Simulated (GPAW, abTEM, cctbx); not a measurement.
# Li3Cr: the scripts behind a bonding study

Short scripts, each with its output. The cell comes from substitution in a known structure type and wasn't matched to any measured phase.

**1. Build the all-electron density and subtract free atoms**

```text
cell
1.0
     4.179687980    0.000000000    0.000000000
     0.000000000    4.179687980    0.000000000
     0.000000000    0.000000000    4.179687980
Cr Li
1 3
Direct
0.000000000 0.000000000 0.000000000
0.500000000 0.500000000 0.000000000
0.500000000 0.000000000 0.500000000
0.000000000 0.500000000 0.500000000
```

```python
import numpy as np
from ase.io import read
from ase.units import Bohr
from gpaw import GPAW, PW, FermiDirac
from gpaw.calculator import GPAW as OldGPAW
from gpaw.mpi import serial_comm, world
from scipy.special import erfc
from scipy.spatial import cKDTree

atoms = read("cell.vasp")
atoms.set_initial_magnetic_moments([3, 0, 0, 0])
atoms.calc = GPAW(mode=PW(550), xc="PBE", kpts={"size": (6, 6, 6), "gamma": True},
                 occupations=FermiDirac(0.1), maxiter=120, symmetry={"tolerance": 1e-5}, txt="scf.txt")
atoms.get_potential_energy()
rho = atoms.calc.get_all_electron_density(gridrefinement=2)
moments = atoms.get_magnetic_moments() if atoms.calc.get_number_of_spins() == 2 else np.zeros(len(atoms))
total = atoms.get_magnetic_moment() if moments.any() else 0.0
if world.rank == 0:
    free = OldGPAW(mode=PW(550), xc="PBE", txt=None, communicator=serial_comm)
    neutral = atoms.copy()
    neutral.set_initial_magnetic_moments(None)
    free.initialize(neutral)
    free.set_positions(neutral)
    drho = rho - free.get_all_electron_density(gridrefinement=2)
    # GPAW starts from confined atoms: exchange their smooth part for that of the datasets' free atoms
    h = np.stack(np.meshgrid(*[np.fft.fftfreq(n, 1 / n) for n in drho.shape], indexing="ij"), -1)
    gabs = np.linalg.norm(h @ atoms.cell.reciprocal(), axis=-1)
    tails = np.fft.fftn(free.get_pseudo_density(gridrefinement=2))
    g, form, v0 = np.linspace(0, gabs.max(), 1500), {}, 0
    for e in set(atoms.symbols):
        idx = atoms.symbols.search(e)
        d = free.setups[idx[0]].data
        r, w = d.rgd.r_g * Bohr, d.rgd.r_g**2 * d.rgd.dr_g
        j0 = np.sinc(2 * g[:, None] * r)
        smooth = sum(f * p**2 for f, p in zip(d.f_j, d.phit_jg)) + np.sqrt(4 * np.pi) * d.nct_g
        full = sum(f * p**2 for f, p in zip(d.f_j, d.phi_jg)) + np.sqrt(4 * np.pi) * d.nc_g
        phase = sum(np.exp(-2j * np.pi * h @ s) for s in atoms.get_scaled_positions()[idx])
        tails -= np.interp(gabs, g, j0 @ (smooth * w)) * phase * drho.size / atoms.get_volume()
        form[e] = j0 @ (full * w)
        v0 += 2 * np.pi / 3 * 14.3996 * (full * w * r**2).sum() * len(idx)  # V A^3
    tails *= 0.5 * erfc((gabs - 1.8) / 0.25)  # the tails differ at long wavelengths alone
    drho += np.fft.ifftn(tails).real  # crystal minus superposed spherical free atoms
    np.save("drho.npy", drho)
    dv = atoms.get_volume() / drho.size
    print("grid", drho.shape, " electrons %.3f" % (rho.sum() * dv), " moved by bonding %.3f e" % (abs(drho).sum() * dv / 2))
    pts = np.indices(drho.shape).reshape(3, -1).T / drho.shape @ atoms.cell
    shifts = (np.indices((3, 3, 3)).reshape(3, -1).T - 1) @ atoms.cell
    images = (atoms.positions[None] + shifts[:, None]).reshape(-1, 3)
    dist, idx = cKDTree(images).query(pts, k=4)
    out = drho.ravel()[dist[:, 0] > 0.5]
    print("deformation density beyond 0.5 A of the nuclei: max %.3f, min %.3f e/A^3" % (out.max(), out.min()))
    tie = dist < dist[:, :1] + 1e-4
    q = -np.bincount((idx % len(atoms))[tie], (drho.ravel()[:, None] / tie.sum(1, keepdims=True) * tie)[tie], len(atoms)) * dv
    print("atom        x       y       z   Voronoi charge  moment")
    for a, s, c, m in zip(atoms, atoms.get_scaled_positions(), q, moments):
        print("%-2s%-3d %7.4f %7.4f %7.4f %10.3f %10.2f" % (a.symbol, a.index + 1, *s, c, m))
    np.savez("free.npz", g=g, **form)
    print("mean inner potential of superposed free atoms %.3f V" % (v0 / atoms.get_volume()))
    print("total magnetic moment %.3f muB" % total)
```

```console
$ OMP_NUM_THREADS=1 mpirun -n 4 gpaw python run.py > gpaw.log
```

```text
grid (48, 48, 48)  electrons 33.000  moved by bonding 0.297 e
deformation density beyond 0.5 A of the nuclei: max 0.014, min -0.074 e/A^3
atom        x       y       z   Voronoi charge  moment
Cr1    0.0000  0.0000  0.0000      0.167       3.74
Li2    0.5000  0.5000  0.0000     -0.056       0.00
Li3    0.5000  0.0000  0.5000     -0.056       0.00
Li4    0.0000  0.5000  0.5000     -0.056       0.00
mean inner potential of superposed free atoms 11.223 V
total magnetic moment 4.722 muB
```

Time: 18 s on 4 cores of Arm Neoverse N1 (shared host), peak memory 0.72 GiB.

**2. Fourier-transform the difference**

```python
from cctbx import adptbx, crystal, miller, xray
from cctbx.eltbx import tiny_pse
import numpy as np

cs = crystal.symmetry(unit_cell=(4.1797, 4.1797, 4.1797, 90, 90, 90), space_group_symbol='Hall: -P 4 2 3')  # Pm-3m
atoms = [  # label, site, U (iso, or U11 U22 U33 U12 U13 U23 in A^2), occupancy
    ("Cr1", (0, 0, 0), 0.0000, 1),
    ("Li1", (0.5, 0.5, 0), 0.0000, 1),
]
xs = xray.structure(crystal_symmetry=cs)
for label, site, u, occ in atoms:
    u = adptbx.u_cif_as_u_star(cs.unit_cell(), u) if isinstance(u, tuple) else u
    xs.add_scatterer(xray.scatterer(label, site=site, u=u, occupancy=occ))
xs.scattering_type_registry(table="wk1995")
drho = np.load("drho.npy")
T = np.array([[1, 0, 0], [0, 1, 0], [0, 0, 1]])  # conventional axes in terms of the primitive ones
dF = np.fft.ifftn(drho) * 73.01828  # electrons a conventional cell, indexed by primitive hkl
ms = miller.build_set(cs, anomalous_flag=False, d_min=0.9).sort("resolution")
iam = ms.structure_factors_from_scatterers(xs, algorithm="direct").f_calc()
p1 = xs.expand_to_p1()
z = np.array([tiny_pse.table(sc.scattering_type).atomic_number() for sc in p1.scatterers()])
x = np.array(p1.sites_frac())
free = np.load("free.npz")
print("static structure factors of the conventional cell: F in electrons, V (Mott-Bethe) in volts")
print("   h  k  l      d  |F| table  |F| free   |F| DFT   change   |V| free  |V| DFT  change %")
for h, d, table in list(zip(ms.indices(), ms.d_spacings().data(), iam.data()))[:16]:
    df = dF[tuple(np.rint(np.linalg.solve(T, h)).astype(int))]
    phase = np.exp(2j * np.pi * x @ h)
    f = sum(np.interp(1 / d, free["g"], free[sc.scattering_type]) * p for sc, p in zip(p1.scatterers(), phase))
    fz = (z * phase).sum()
    c = 14.3996 * d * d / (np.pi * cs.unit_cell().volume())
    v0, v1 = abs(fz - f) * c, abs(fz - f - df) * c
    print("%4d%3d%3d %7.4f %9.3f %9.3f %9.3f %8.3f %9.3f %8.3f %8s" % (h + (d, abs(table), abs(f), abs(f + df), abs(f + df) - abs(f), v0, v1, "%.1f" % (100 * (v1 / v0 - 1)) if v0 > 0.02 else "-")))
```

```console
$ python run.py
```

```text
static structure factors of the conventional cell: F in electrons, V (Mott-Bethe) in volts
   h  k  l      d  |F| table  |F| free   |F| DFT   change   |V| free  |V| DFT  change %
   0  1  0  4.1797    19.030    18.966    18.848   -0.118     2.231    2.360      5.8
   0  1  1  2.9555    17.512    17.404    17.217   -0.188     1.971    2.074      5.2
   1  1  1  2.4132    23.188    23.059    22.857   -0.201     3.634    3.708      2.0
   0  2  0  2.0899    21.872    21.760    21.636   -0.124     3.081    3.116      1.1
   0  2  1  1.8692    14.400    14.343    14.286   -0.056     1.460    1.472      0.8
   1  2  1  1.7064    13.647    13.615    13.591   -0.024     1.350    1.354      0.3
   0  2  2  1.4777    18.095    18.059    18.058   -0.001     2.048    2.048      0.0
   1  2  2  1.3932    11.899    11.913    11.915    0.001     1.107    1.107     -0.0
   0  3  0  1.3932    11.899    11.913    11.910   -0.003     1.107    1.108      0.0
   0  3  1  1.3217    11.441    11.463    11.463   -0.001     1.046    1.046      0.0
   1  3  1  1.2602    16.142    16.125    16.135    0.010     1.682    1.681     -0.1
   2  2  2  1.2066    15.599    15.585    15.600    0.014     1.591    1.590     -0.1
   0  3  2  1.1592    10.322    10.359    10.366    0.007     0.898    0.897     -0.1
   1  3  2  1.1171    10.016    10.057    10.064    0.007     0.857    0.857     -0.1
   0  4  0  1.0449    13.813    13.812    13.822    0.010     1.315    1.314     -0.1
   2  3  2  1.0137     9.250     9.298     9.305    0.008     0.755    0.754     -0.1
```

Time: 0.38 s on 1 core of Arm Neoverse N1 (shared host), peak memory 0.08 GiB.

**3. Propagate a plane wave with and without the bonding term**

```python
import abtem
import numpy as np
from ase.build import make_supercell
from ase.io import read

abtem.config.set({"dask.lazy": False, "fft": "fftw", "diagnostics.progress_bar": False})
M = [[0, -1, 0], [1, 0, 0], [0, 0, 1]]  # rows: x, y and beam direction in the primitive cell's axes
unit = make_supercell(read("cell.vasp"), M)
unit.set_cell(list(unit.cell.lengths()) + [90, 90, 90], scale_atoms=True)
unit.positions[:, 2] += 0.5225  # keeps atomic planes off the slice boundaries
unit.wrap()
slab = unit * (1, 1, 144)
print(slab.get_chemical_formula(), "| box %.2f x %.2f x %.2f A" % tuple(slab.cell.lengths()))

# change of the potential by bonding, from the DFT deformation density (Poisson's equation term by term)
drho = np.load("drho.npy")
prim = read("cell.vasp")
h = np.stack(np.meshgrid(*[np.fft.fftfreq(n, 1 / n) for n in drho.shape], indexing="ij"), -1).reshape(-1, 3).astype(int)
g2 = ((h @ prim.cell.reciprocal()) ** 2).sum(1)
keep = (g2 > 0) & (g2 < 2.5**2)
shape = (120, 120, 24)
vg = np.zeros(shape, complex)
hm = h[keep] @ np.array(M).T
move = np.exp(-2j * np.pi * hm[:, 2] * (0.5225 / unit.cell[2, 2] - 0.5 / shape[2]))  # the same shift, sampled at mid-points
vg[tuple(hm.T % np.array(shape)[:, None])] = -14.3996 / np.pi * (np.fft.fftn(drho).ravel() / drho.size)[keep] / g2[keep] * move
dV = np.fft.ifftn(vg).real * vg.size
dV = dV.reshape(120, 120, 4, 6).mean(3) * unit.cell[2, 2] / 4  # V A, projected in each slice
dV = np.tile(dV.transpose(2, 0, 1), (144, 1, 1))


def build(atoms):
    p = abtem.Potential(atoms, gpts=(120, 120), slice_thickness=[slab.cell[2, 2] / 576] * 576,
                        parametrization="lobato", projection="infinite", exit_planes=48).build()
    p.array[:] += BONDING * dV
    return p


def potentials():
    yield build(slab)  # atoms at rest


for label, BONDING in (("IAM", 0.0), ("DFT", 1.0)):
    print("=====", label)
    potential = build(slab)
    print("grid", potential.gpts, "slices", potential.num_slices)
    thickness = potential.exit_thicknesses
    wave = abtem.PlaneWave(energy=200000)
    dp = np.mean([wave.multislice(p).diffraction_patterns(max_angle="valid").array for p in potentials()], axis=0)
    hkl = [(0, 0, 0), (1, 0, 0), (1, 1, 0), (2, 0, 0), (2, 1, 0), (2, 2, 0), (3, 0, 0)]
    nx, ny = dp.shape[-2:]
    print("intensity of each beam, fraction of the incident wave")
    print("  t (A)" + "".join("%9s" % " ".join(map(str, h)) for h in hkl) + "  diffuse    total")
    grid = np.zeros((nx, ny), bool)
    grid[nx // 2 % 1::1, ny // 2 % 1::1] = True
    for t, a in list(zip(thickness, dp))[1:]:
        idx = [np.rint(np.array(M) @ np.linalg.solve([[1, 0, 0], [0, 1, 0], [0, 0, 1]], h)).astype(int) for h in hkl]
        print("%7.1f" % t + "".join("%9.5f" % a[nx // 2 + i[0] * 1, ny // 2 + i[1] * 1] for i in idx) + "%9.4f%9.4f" % (a[~grid].sum(), a.sum()))
```

```console
$ python run.py
```

```text
Cr144Li432 | box 4.18 x 4.18 x 601.88 A
===== IAM
grid (120, 120) slices 576
intensity of each beam, fraction of the incident wave
  t (A)    0 0 0    1 0 0    1 1 0    2 0 0    2 1 0    2 2 0    3 0 0  diffuse    total
   50.2  0.82642  0.00698  0.00564  0.00829  0.00361  0.00305  0.00191   0.0000   0.9990
  100.3  0.70073  0.02124  0.01708  0.00475  0.00766  0.00031  0.00191   0.0000   0.9967
  150.5  0.82358  0.01673  0.01090  0.00629  0.00133  0.00037  0.00030   0.0000   0.9957
  200.6  0.81892  0.00749  0.00596  0.01661  0.00222  0.00165  0.00043   0.0000   0.9956
  250.8  0.64301  0.03342  0.02677  0.00427  0.00321  0.00157  0.00148   0.0000   0.9950
  300.9  0.63916  0.04548  0.02791  0.00343  0.00094  0.00060  0.00032   0.0000   0.9946
  351.1  0.79305  0.01855  0.00933  0.00698  0.00100  0.00196  0.00066   0.0000   0.9940
  401.3  0.77652  0.02235  0.01989  0.00351  0.00002  0.00032  0.00011   0.0000   0.9936
  451.4  0.65800  0.03722  0.01857  0.00022  0.00563  0.00023  0.00184   0.0000   0.9933
  501.6  0.75843  0.01961  0.00170  0.00408  0.00840  0.00115  0.00136   0.0000   0.9918
  551.7  0.89177  0.00515  0.00402  0.00249  0.00181  0.00035  0.00012   0.0000   0.9911
  601.9  0.78096  0.01837  0.00283  0.00040  0.00594  0.00059  0.00190   0.0000   0.9912
===== DFT
grid (120, 120) slices 576
intensity of each beam, fraction of the incident wave
  t (A)    0 0 0    1 0 0    1 1 0    2 0 0    2 1 0    2 2 0    3 0 0  diffuse    total
   50.2  0.82348  0.00729  0.00586  0.00820  0.00369  0.00297  0.00196   0.0000   0.9989
  100.3  0.70986  0.02001  0.01628  0.00404  0.00779  0.00029  0.00197   0.0000   0.9967
  150.5  0.84376  0.01374  0.00903  0.00651  0.00131  0.00036  0.00023   0.0000   0.9957
  200.6  0.82000  0.00686  0.00613  0.01488  0.00277  0.00167  0.00058   0.0000   0.9956
  250.8  0.64540  0.03340  0.02669  0.00276  0.00354  0.00121  0.00157   0.0000   0.9949
  300.9  0.67663  0.03999  0.02394  0.00370  0.00077  0.00073  0.00027   0.0000   0.9945
  351.1  0.81840  0.01537  0.00891  0.00584  0.00073  0.00165  0.00049   0.0000   0.9940
  401.3  0.75321  0.02600  0.02212  0.00254  0.00006  0.00023  0.00027   0.0000   0.9938
  451.4  0.65691  0.03670  0.01654  0.00041  0.00638  0.00030  0.00197   0.0000   0.9933
  501.6  0.79607  0.01495  0.00122  0.00490  0.00671  0.00115  0.00099   0.0000   0.9919
  551.7  0.87701  0.00652  0.00584  0.00243  0.00238  0.00025  0.00010   0.0000   0.9916
  601.9  0.73857  0.02382  0.00295  0.00037  0.00707  0.00069  0.00245   0.0000   0.9916
```

Time: 11 s.

**4. Rock the beam across one reflection**

```python
import abtem
import numpy as np
from ase.build import make_supercell
from ase.io import read

abtem.config.set({"dask.lazy": False, "fft": "fftw", "diagnostics.progress_bar": False})
M = [[0, -1, 0], [1, 0, 0], [0, 0, 1]]  # rows: x, y and beam direction in the primitive cell's axes
unit = make_supercell(read("cell.vasp"), M)
unit.set_cell(list(unit.cell.lengths()) + [90, 90, 90], scale_atoms=True)
unit.positions[:, 2] += 1.0449  # keeps atomic planes off the slice boundaries
unit.wrap()
slab = unit * (1, 1, 120)
print(slab.get_chemical_formula(), "| box %.2f x %.2f x %.2f A" % tuple(slab.cell.lengths()))

# change of the potential by bonding, from the DFT deformation density (Poisson's equation term by term)
drho = np.load("drho.npy")
prim = read("cell.vasp")
h = np.stack(np.meshgrid(*[np.fft.fftfreq(n, 1 / n) for n in drho.shape], indexing="ij"), -1).reshape(-1, 3).astype(int)
g2 = ((h @ prim.cell.reciprocal()) ** 2).sum(1)
keep = (g2 > 0) & (g2 < 2.5**2)
shape = (93, 93, 24)
vg = np.zeros(shape, complex)
hm = h[keep] @ np.array(M).T
move = np.exp(-2j * np.pi * hm[:, 2] * (1.0449 / unit.cell[2, 2] - 0.5 / shape[2]))  # the same shift, sampled at mid-points
vg[tuple(hm.T % np.array(shape)[:, None])] = -14.3996 / np.pi * (np.fft.fftn(drho).ravel() / drho.size)[keep] / g2[keep] * move
dV = np.fft.ifftn(vg).real * vg.size
dV = dV.reshape(93, 93, 2, 12).mean(3) * unit.cell[2, 2] / 2  # V A, projected in each slice
dV = np.tile(dV.transpose(2, 0, 1), (120, 1, 1))


def build(atoms):
    p = abtem.Potential(atoms, gpts=(93, 93), slice_thickness=[slab.cell[2, 2] / 240] * 240,
                        parametrization="lobato", projection="infinite", exit_planes=60).build()
    p.array[:] += BONDING * dV
    return p


def potentials():
    yield build(slab)  # atoms at rest


for label, BONDING in (("IAM", 0.0), ("DFT", 1.0)):
    print("=====", label)
    potential = build(slab)
    print("grid", potential.gpts, "slices", potential.num_slices)
    thickness = potential.exit_thicknesses
    h = np.array(M) @ np.linalg.solve(np.array([[1, 0, 0], [0, 1, 0], [0, 0, 1]]), [1, 0, 0])
    ix, iy = round(h[0]) * 1, round(h[1]) * 1
    gxy = h[:2] / unit.cell.lengths()[:2]
    along = gxy / np.hypot(*gxy)
    across = np.array([-along[1], along[0]])
    bragg = 500 * abtem.PlaneWave(energy=200000).wavelength * np.hypot(*gxy)
    print("Bragg angle %.3f mrad; beam tilted 46 mrad off the zone axis across the row" % bragg)
    print("dark-field intensity of 1 0 0 against tilt along the row, in Bragg angles")
    print("  t (A)" + "".join("%8.2f" % s for s in [0.2, 0.4, 0.6, 0.8, 1.0, 1.2, 1.4, 1.6, 1.8, 2.0, 2.2, 2.4, 2.6]))
    rows = []
    row = [(n * ix, n * iy) for n in range(-8, 9)]
    for s in [0.2, 0.4, 0.6, 0.8, 1.0, 1.2, 1.4, 1.6, 1.8, 2.0, 2.2, 2.4, 2.6]:
        tilt = -s * bragg * along + 46 * across
        dp = abtem.PlaneWave(energy=200000, tilt=tuple(tilt)).multislice(potential).diffraction_patterns(max_angle="valid").array
        rows.append(dp[:, dp.shape[1] // 2 + ix, dp.shape[2] // 2 + iy])
        if s == 1.0:
            cx, cy = dp.shape[1] // 2, dp.shape[2] // 2
            share = sum(dp[:, cx + i, cy + j] for i, j in row if abs(i) < cx and abs(j) < cy) / dp.sum(axis=(1, 2))
            total = dp.sum(axis=(1, 2))
    for t, a in list(zip(thickness, np.array(rows).T))[1:]:
        print("%7.1f" % t + "".join("%8.4f" % v for v in a))
    print("at the Bragg tilt, share in the row:", share[1:].round(3).tolist(), "total:", total[1:].round(3).tolist())
```

```console
$ python run.py
```

```text
Cr120Li360 | box 4.18 x 4.18 x 501.56 A
===== IAM
grid (93, 93) slices 240
Bragg angle 3.000 mrad; beam tilted 46 mrad off the zone axis across the row
dark-field intensity of 1 0 0 against tilt along the row, in Bragg angles
  t (A)    0.20    0.40    0.60    0.80    1.00    1.20    1.40    1.60    1.80    2.00    2.20    2.40    2.60
  125.4  0.0418  0.0426  0.0432  0.0436  0.0438  0.0437  0.0433  0.0428  0.0421  0.0411  0.0398  0.0384  0.0369
  250.8  0.1766  0.1892  0.1992  0.2067  0.2099  0.2067  0.1993  0.1894  0.1768  0.1606  0.1416  0.1210  0.1010
  376.2  0.3160  0.3733  0.4262  0.4725  0.4921  0.4720  0.4255  0.3728  0.3157  0.2531  0.1913  0.1372  0.0956
  501.6  0.4180  0.4786  0.5707  0.6857  0.7216  0.6846  0.5695  0.4779  0.4179  0.3164  0.1800  0.0842  0.0427
at the Bragg tilt, share in the row: [0.9490000009536743, 0.9139999747276306, 0.906000018119812, 0.9200000166893005] total: [0.9990000128746033, 0.9980000257492065, 0.996999979019165, 0.996999979019165]
===== DFT
grid (93, 93) slices 240
Bragg angle 3.000 mrad; beam tilted 46 mrad off the zone axis across the row
dark-field intensity of 1 0 0 against tilt along the row, in Bragg angles
  t (A)    0.20    0.40    0.60    0.80    1.00    1.20    1.40    1.60    1.80    2.00    2.20    2.40    2.60
  125.4  0.0465  0.0473  0.0480  0.0484  0.0486  0.0485  0.0481  0.0475  0.0467  0.0456  0.0442  0.0427  0.0409
  250.8  0.1939  0.2083  0.2197  0.2281  0.2316  0.2281  0.2198  0.2084  0.1942  0.1759  0.1547  0.1318  0.1096
  376.2  0.3401  0.4027  0.4609  0.5120  0.5335  0.5114  0.4602  0.4021  0.3398  0.2714  0.2035  0.1442  0.0991
  501.6  0.4349  0.4990  0.5984  0.7222  0.7612  0.7210  0.5971  0.4983  0.4348  0.3279  0.1841  0.0837  0.0407
at the Bragg tilt, share in the row: [0.9470000267028809, 0.9129999876022339, 0.9039999842643738, 0.9179999828338623] total: [0.9990000128746033, 0.9980000257492065, 0.996999979019165, 0.996999979019165]
```

Time: 20 s.

[Outputs are excerpts: Python notices, other lines and further rows are left out; steps that failed or that the build refused (PBEsol, TPSS) are not shown.]

[Logs are printed without paths, hosts, clocks, repeated set-up lines and the standing remarks that a program may print on its own settings, such as how far it seeks lower states.]
